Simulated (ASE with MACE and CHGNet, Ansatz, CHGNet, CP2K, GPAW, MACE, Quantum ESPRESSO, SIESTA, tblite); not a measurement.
## (9,9) carbon nanotube bundle (108 atoms) in machine-learned potentials

Aim: run (9,9) carbon nanotube bundle (108 atoms) in machine-learned potentials and see how near its forces come to a plane-wave reference, and at what cost.

Calculated with ASE with MACE and CHGNet; the method is named at each step.

## (1) Set-up

The cell holds 108 atoms: 108 C. Its edges and angles: a = 15.506 Å, b = 15.506 Å, c = 7.380 Å, α = 90.0°, β = 90.0°, γ = 120.0°. It derives from C (graphene). Graphene sheet (a = 2.46 Å) rolled into a (9,9) tube of diameter 12.21 Å, 3 periods, hexagonal bundle with 3.3 Å between walls; not relaxed, displaced by a Gaussian of 0.02 Å. Then every atom was moved at random, 0.02 Å r.m.s. a Cartesian component. The structure's axis is c.

The yardstick, on the same geometry:

* method: Kohn-Sham DFT, PBE, SSSP efficiency 1.3.0 pseudopotentials, plane waves (Quantum ESPRESSO 7.5); sssp-pbe-1.3.0-efficiency, cutoffs 45/360 Ry, Γ point
* r.m.s. force component: 1.652 eV/Å
* longest force: 9.299 eV/Å
* pressure: 3.581 GPa
* time: 3 min on 4 MPI ranks of Arm Neoverse V1, shared host
* CPU time: 12 min

## (2) MACE MPA-0 medium potential

Method: machine-learned interatomic potential MACE MPA-0 medium, trained on PBE(+U) plane-wave data.

Input file run.py:

```python
import numpy as np
from ase.io import read
import mlip  # loads the published weights by name

atoms = read("structure.xyz")
atoms.calc = mlip.calc("mace-mpa-0-medium")
energy = atoms.get_potential_energy()
forces = atoms.get_forces()
print(f"energy {energy:.6f} eV")
print("forces (eV/A)")
for i, (a, f) in enumerate(zip(atoms, forces)):
    print(f"{i:4d} {a.symbol:2s} {f[0]:10.5f} {f[1]:10.5f} {f[2]:10.5f}")
stress = -atoms.get_stress(voigt=False) * 160.21766
print("stress (GPa, compression positive)")
for row in stress:
    print(" ".join(f"{x:10.4f}" for x in row))
```

Input file structure.xyz:

```xyz
108
Lattice="15.50642 0.00000 0.00000 -7.75321 13.42896 0.00000 0.00000 0.00000 7.38000" Properties=species:S:1:pos:R:3 pbc="T T T"
C 6.05068 0.68582 1.23681
C 5.94338 1.43730 7.34192
C 5.42399 2.74542 0.02074
C 5.12952 3.35831 1.18154
C 4.19658 4.44512 1.21866
C 3.66541 4.90640 7.37557
C 2.39093 5.56228 2.48795
C 1.76052 5.78318 1.22560
C 0.36076 6.12535 1.21453
C -0.38495 6.08856 0.00812
C -1.71354 5.85516 0.00768
C -2.42435 5.61263 1.24213
C 11.87931 4.94105 1.21150
C 11.31984 4.44230 2.46462
C 10.35883 3.37940 2.49392
C 10.04490 2.74837 1.27932
C 9.57258 1.45060 1.20442
C 9.38859 0.70515 7.32679
C 1.67485 12.70809 7.35048
C 1.79626 12.06404 1.19445
C 2.29836 10.70960 1.18338
C 2.64020 10.05869 7.33638
C 3.55268 8.96813 0.01579
C 4.11261 8.52014 1.23394
C 5.36096 7.82895 1.26205
C 5.98369 7.57863 7.34199
C 7.37447 7.33987 7.35742
C 8.09823 7.33382 1.24021
C 9.48210 7.52680 1.22788
C 10.18942 7.83016 7.35801
C -4.13145 8.56620 0.00111
C -3.54291 8.97135 1.19814
C -2.65625 10.08219 1.27394
C -2.32961 10.66219 2.47924
C -1.79316 12.02510 2.48876
C -1.70036 12.73831 1.20803
C 6.01804 0.70314 3.72432
C 5.97183 1.36949 2.50330
C 5.45586 2.72218 2.49474
C 5.12379 3.31642 3.66181
C 4.17293 4.42565 3.72070
C 3.64471 4.90708 2.42049
C 2.40753 5.60471 4.92349
C 1.74323 5.88027 3.67605
C 0.30710 6.10333 3.66675
C -0.36820 6.07754 2.47119
C -1.73625 5.85744 2.45968
C -2.44389 5.63788 3.66004
C 11.80713 4.91621 3.71288
C 11.33481 4.46043 4.90526
C 10.42667 3.34757 4.89006
C 10.04041 2.73091 3.67421
C 9.59669 1.43569 3.69605
C 9.45535 0.72490 2.42743
C 1.70509 12.72099 2.46034
C 1.80340 12.04900 3.69207
[... 48 atom lines left out ...]
C -2.65144 10.06850 6.15831
C -2.33821 10.68139 0.02089
C -1.84061 12.00737 7.33705
C -1.75602 12.68782 6.15558
```

Run with:

```bash
$ OMP_NUM_THREADS=1 python run.py > output.txt
```

The log of the run:

```text
energy -985.451186 eV
forces (eV/A)
   0 C     0.20376    1.60876   -0.43561
   1 C     0.05071   -1.49435    2.91073
   2 C     0.93228   -0.70249   -2.67455
   3 C    -0.75049    0.42818    4.23147
   4 C     0.40997   -0.10415   -0.32355
   5 C    -1.30392    0.66521    0.00715
   6 C     0.83941    0.15318   -1.67973
   7 C    -2.56465    1.36878    0.53236
   8 C    -0.07635   -0.86184    1.46141
   9 C     2.68934    0.76927    0.83863
  10 C    -3.45373   -0.69532   -0.68200
  11 C     1.29009    0.69522   -1.18841
  12 C    -1.95240   -1.70489    0.97522
  13 C    -0.62134    0.20120    0.03294
  14 C     1.07426    0.65612   -1.91126
  15 C     0.12923    0.86565   -2.15068
  16 C    -0.66818   -1.74256    0.11486
  17 C     0.35033   -0.10419    2.62642
  18 C    -0.36216    1.18425    0.13681
  19 C     0.64231   -2.37876    1.37783
  20 C     0.44224   -0.71657    0.81055
  21 C    -0.03975    0.33262    1.08920
  22 C     0.00042    0.23968   -1.21348
  23 C     0.54724   -0.48107    0.01706
[...]
100 C     1.79675    0.27419   -1.04047
 101 C    -1.57151   -0.68491    0.44818
 102 C    -0.52312   -1.01190    1.77128
 103 C     1.08565    1.10710   -3.27281
 104 C    -0.51594    0.05688    0.79113
 105 C     0.65329    0.46219   -0.43240
 106 C    -0.23399   -0.93075    2.41307
 107 C     0.66994    2.04570   -2.04007
stress (GPa, compression positive)
    2.1631     0.3385    -0.1154
    0.3385     1.9172     0.1611
   -0.1154     0.1611     3.3389
```

Run time: 9.5 s. Hardware: 1 thread of Arm Neoverse V1, shared host; peak memory 1.2 GiB.

Banners, paths, timers and routine set-up lines are dropped from the logs unmarked, and long logs keep their key lines alone; longer cuts are marked.

Numbers from this run, and their distance from the reference:

| Property | Result |
| --- | --- |
| r.m.s. force component | 1.59 eV/Å |
| r.m.s. difference of force components | 309.4 meV/Å |
| longest difference of force vectors | 1003 meV/Å |
| force difference over r.m.s. force | 18.73 % |
| slope of forces against the reference's | 0.9456 |
| correlation of force components | 0.9825 |
| pressure | 2.473 GPa |
| pressure difference | -1.108 GPa |

Local excerpt of 10 atoms (numbers count through the whole input) about C71, which bears the longest force; x, y, z are measured from there.

```csv
atom,x,y,z,distance (Å),bonds,Fx,Fy,Fz (eV/Å)
C71,0.00,0.00,0.00,0.00,3,-1.66,-5.81,7.50
C72,0.10,0.62,-1.12,1.29,3,0.70,3.33,-4.77
C108,0.06,0.61,1.31,1.45,3,0.67,2.05,-2.04
C70,-0.53,-1.39,0.09,1.49,3,0.78,0.60,-0.49
C37,0.08,2.05,-1.12,2.34,3,0.81,-0.20,-1.18
C35,0.02,-0.06,-2.35,2.35,3,-0.86,-1.61,-1.98
C73,0.09,2.03,1.35,2.44,3,0.24,1.13,-2.91
C69,-0.86,-2.06,-1.10,2.49,3,1.96,2.95,-1.74
C107,-0.03,-0.07,2.50,2.50,3,-0.23,-0.93,2.41
C105,-0.84,-2.01,1.32,2.55,3,-0.52,0.06,0.79
```

Atoms are counted from 1 here, from 0 in the log.

Forces lie 19 % from the reference's, at 0.013 times its CPU time (on 1 against 4 cores).

## (3) MACE MP-0b2 small potential

Method: machine-learned interatomic potential MACE MP-0b2 small, trained on PBE(+U) plane-wave data.

Edit run.py of step 2 so:

```diff
@@ -5,3 +5,3 @@
 atoms = read("structure.xyz")
-atoms.calc = mlip.calc("mace-mpa-0-medium")
+atoms.calc = mlip.calc("mace-mp-0b2-small")
 energy = atoms.get_potential_energy()
```

structure.xyz is that of step 2.

The log of the run:

```text
energy -984.674582 eV
forces (eV/A)
   0 C     0.15452    1.52668   -0.45010
   1 C    -0.07238   -1.60681    2.59507
   2 C     0.89695   -0.42787   -2.03530
   3 C    -0.64444    0.31012    3.45876
   4 C     0.34493   -0.15460   -0.19239
   5 C    -1.29559    0.52482   -0.06651
   6 C     0.71925    0.11092   -1.55761
   7 C    -2.40856    1.27620    0.35657
   8 C     0.00177   -0.84914    1.46822
   9 C     2.17537    0.79156    0.60459
  10 C    -2.99815   -0.64095   -0.60913
  11 C     1.22557    0.55684   -1.23674
  12 C    -1.72853   -1.71425    0.99264
  13 C    -0.59193    0.24137    0.02592
  14 C     1.03600    0.58479   -1.80554
  15 C    -0.06085    0.68792   -1.90436
  16 C    -0.57248   -1.61174    0.06457
  17 C     0.46716    0.09206    2.41301
  18 C    -0.25580    1.07554    0.09187
  19 C     0.70006   -2.22060    1.16984
  20 C     0.32623   -0.55322    0.83968
  21 C    -0.06232    0.29090    0.98143
  22 C     0.20379    0.21968   -1.12731
  23 C     0.55361   -0.35142   -0.01839
[...]
100 C     1.74089    0.31739   -0.89557
 101 C    -1.54809   -0.55538    0.58024
 102 C    -0.42380   -0.86346    1.82129
 103 C     0.78428    0.96752   -3.09090
 104 C    -0.58340   -0.06441    0.72611
 105 C     0.77845    0.56753   -0.37711
 106 C    -0.32508   -0.69805    2.19830
 107 C     0.55663    1.70205   -1.80347
stress (GPa, compression positive)
    2.2355     0.3342    -0.1342
    0.3342     2.0347     0.2147
   -0.1342     0.2147     3.9677
```

The job ended after 7.5 s (1 thread; peak memory 0.68 GiB).

Against the reference:

```yaml
r_m_s_force_component: 1.418 eV/Å
r_m_s_difference_of_force_components: 361.9 meV/Å
longest_difference_of_force_vectors: 1339 meV/Å
force_difference_over_r_m_s_force: 21.9 %
slope_of_forces_against_the_reference_s: 0.8442
correlation_of_force_components: 0.9838
pressure: 2.746 GPa
pressure_difference: -0.8353 GPa
```

Against the first run (19 %), the force difference from the reference is 22 %, at 0.77 times the CPU time.

## (4) CHGNet r2SCAN potential

Method: machine-learned interatomic potential CHGNet r2SCAN, trained on r2SCAN plane-wave data.

Edit run.py of step 3 so:

```diff
@@ -5,3 +5,3 @@
 atoms = read("structure.xyz")
-atoms.calc = mlip.calc("mace-mp-0b2-small")
+atoms.calc = mlip.calc("chgnet-r2scan")
 energy = atoms.get_potential_energy()
```

structure.xyz is that of step 3.

The log of the run:

```text
CHGNet vr2scan initialized with 412,525 parameters
CHGNet will run on cpu
energy -1066.315063 eV
forces (eV/A)
   0 C     0.01032    1.40445   -0.55982
   1 C     0.27392   -1.27164    2.32487
   2 C     0.62776   -0.79378   -2.17771
   3 C    -0.45988    0.74803    3.54725
   4 C     0.29955   -0.23375   -0.31378
   5 C    -1.17194    0.69186    0.16556
   6 C     0.65488   -0.12650   -1.22212
   7 C    -1.98436    0.78098    0.52410
   8 C     0.29301   -0.24756    0.99780
   9 C     2.12482    0.48793    0.69172
  10 C    -3.05258   -0.57460   -0.53558
  11 C     1.11277    0.53909   -0.86600
  12 C    -1.53523   -1.16457    0.68500
  13 C    -0.23475    0.03226   -0.14417
  14 C     0.75579    0.97766   -1.40688
  15 C     0.03883    0.53342   -1.58830
  16 C    -0.48508   -1.46126    0.22125
  17 C     0.00324   -0.28617    2.29775
  18 C    -0.17908    0.93719   -0.03265
  19 C     0.47878   -1.80469    1.04746
  20 C     0.23618   -0.36673    0.56176
  21 C     0.01221    0.05049    0.98581
  22 C    -0.06965    0.19557   -0.99050
  23 C     0.56401   -0.46370    0.02439
[...]
100 C     1.53947    0.34695   -0.85759
 101 C    -1.20209   -0.52949    0.36364
 102 C    -0.54617   -0.68946    1.48763
 103 C     0.85739    0.75856   -2.53997
 104 C    -0.31441   -0.29438    0.46745
 105 C     0.49047    0.57352   -0.40373
 106 C    -0.07904   -0.61041    2.12354
 107 C     0.38912    1.55450   -1.57030
stress (GPa, compression positive)
    0.7220     0.3516    -0.0932
    0.3516     0.7849     0.1612
   -0.0932     0.1612     2.3174
```

Run time: 4.8 s. Hardware: 1 thread; peak memory 2 GiB.

Compared with the plane-wave run:

* r.m.s. force component: 1.302 eV/Å
* r.m.s. difference of force components: 493.5 meV/Å
* longest difference of force vectors: 1642 meV/Å
* force difference over r.m.s. force: 29.87 %
* slope of forces against the reference's: 0.7659
* correlation of force components: 0.9719
* pressure: 1.275 GPa
* pressure difference: -2.307 GPa

Against the first run (19 %), the force difference from the reference is 30 %, at 0.52 times the CPU time; this potential was trained at another functional than the reference's, which explains only part of so large a difference.

## (5) All runs compared

Differences are against the plane-wave reference, forces as r.m.s. over components; share is that over the reference's r.m.s. force, slope the least-squares factor from reference forces to these. Total energies of different programs have different zeros and aren't compared.

```csv
run,"Δ force, r.m.s. (meV/Å)",share (%),slope,Δ pressure (GPa),cores,CPU time,memory (GiB)
reference,-,-,-,-,4,12 min,4.2
MACE MPA-0 medium potential,309,18.7,0.946,-1.11,1,9.3 s,1.2
MACE MP-0b2 small potential,362,21.9,0.844,-0.835,1,7.2 s,0.68
CHGNet r2SCAN potential,493,29.9,0.766,-2.31,1,4.8 s,2.0
```

Times of the machine-learned potentials are mostly Python's start and the loading of weights.

CPU time is summed over cores on a shared host, where runs went side by side, so it is rough. Symmetry, cutoffs, thresholds, outputs and thread counts weren't matched or tuned between programs; memory under MPI is the largest rank's times the ranks.

## (6) Summary of results

| Quantity | Value |
| --- | --- |
| nearest in forces | MACE MPA-0 medium potential, 19 % |
| its CPU time | 9.3 s |

Machine-learned potentials differ by 19 % (MACE MPA-0 medium potential) to 30 % (CHGNet r2SCAN potential); they were trained on other programs' data, some at another functional. Among those trained on PBE data the slope goes as low as 0.84, which softening far from their training structures can give, though the reference's k-sampling is untested too. The reference's pressure holds the uncorrected Pulay stress of its 45 Ry basis, so small pressure differences, and their order, may be the reference's own error. Machine-learned potentials mimic data converged in k, so the reference's own k-point error enters their differences. The reference's pressure of 3.6 GPa belongs to a cell and atoms that aren't relaxed at this level. The electronic-structure runs sample only Γ, in a cell whose shortest periodic width is 7 Å, which is coarse for a cell with partly filled levels.

[Also dropped from logs without a mark: logging warnings of Python, and SIESTA's first energy breakdown and zero terms.]

[Logs are printed without paths, hosts, clocks, repeated set-up lines and the standing remarks that a program may print on its own settings, such as how far it seeks lower states.]

[Hosts, paths, dates, database ids (printed as entryN), source tags and the programs' standing remarks are cut or masked in the printed files.]
